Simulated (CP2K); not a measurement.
Consider acetic anhydride at its PBE geometry (Å).

```xyz
13

C    -2.3332    0.3596    0.3282
C    -1.2178    0.1245   -0.6555
O    -1.3185    0.0675   -1.8550
O    -0.0061   -0.0205    0.0681
C     1.2426   -0.2131   -0.5747
C     2.3159   -0.3069    0.4804
O     1.3979   -0.2828   -1.7676
H    -2.1290    1.2619    0.9198
H    -3.2728    0.4736   -0.2191
H    -2.4043   -0.4808    1.0313
H     3.2827   -0.4712   -0.0035
H     2.0974   -1.1291    1.1748
H     2.3451    0.6175    1.0728
```

Method: CP2K XAS_TDP, all-electron GAPW, PBEh(45%), aug-cc-pVDZ, TDA, GW2X-corrected core level, no relativity.

**Question.** Where do the C K-edge lines lie, and how strong are they?

Leading lines: C1 291.58 eV and C2 290.19 eV. The leading line of an atom is its first one with 35 % of the strongest within 2.5 eV of its lowest line over the strength cut. Core ionisation energies at this level: C1 293.09 and C2 296.94 eV.

The first six lines of each atom with a strength over 0.0015:

| atom | energy (eV) | states | strength, one atom | above the computed threshold |
| --- | --- | --- | --- | --- |
| C1 (bonded to C and 3 H), 2 alike | 290.74 | 1 | 0.0048 |  |
|  | 291.58 | 1 | 0.0199 |  |
|  | 291.67 | 1 | 0.0223 |  |
|  | 292.19 | 1 | 0.0022 |  |
|  | 292.46 | 1 | 0.0043 |  |
|  | 292.91 | 1 | 0.0163 |  |
| C2 (bonded to C and 2 O), 2 alike | 290.19 | 1 | 0.0733 |  |
|  | 294.94 | 1 | 0.0052 |  |
|  | 295.24 | 1 | 0.0015 |  |
|  | 295.93 | 1 | 0.0326 |  |
|  | 296.01 | 1 | 0.0037 |  |
|  | 296.43 | 1 | 0.0054 |  |

Lines are vertical, at one geometry, with no vibrational structure. GW2X ionisation energies and lines can be off by 1 to 2 eV either way, and a good line position may hide errors that cancel. These values hold no scalar relativity, about 0.1 eV for C 1s. Rydberg lines, and the discretised continuum above threshold, depend on the basis and the box.

[Banner, clock and machine lines of the logs are left out without a mark of their own.]

[Logs are printed without paths, hosts, clocks, repeated set-up lines and the standing remarks that a program may print on its own settings, such as how far it seeks lower states.]

[Hosts, paths, dates, database ids (printed as entryN), source tags and the programs' standing remarks are cut or masked in the printed files.]
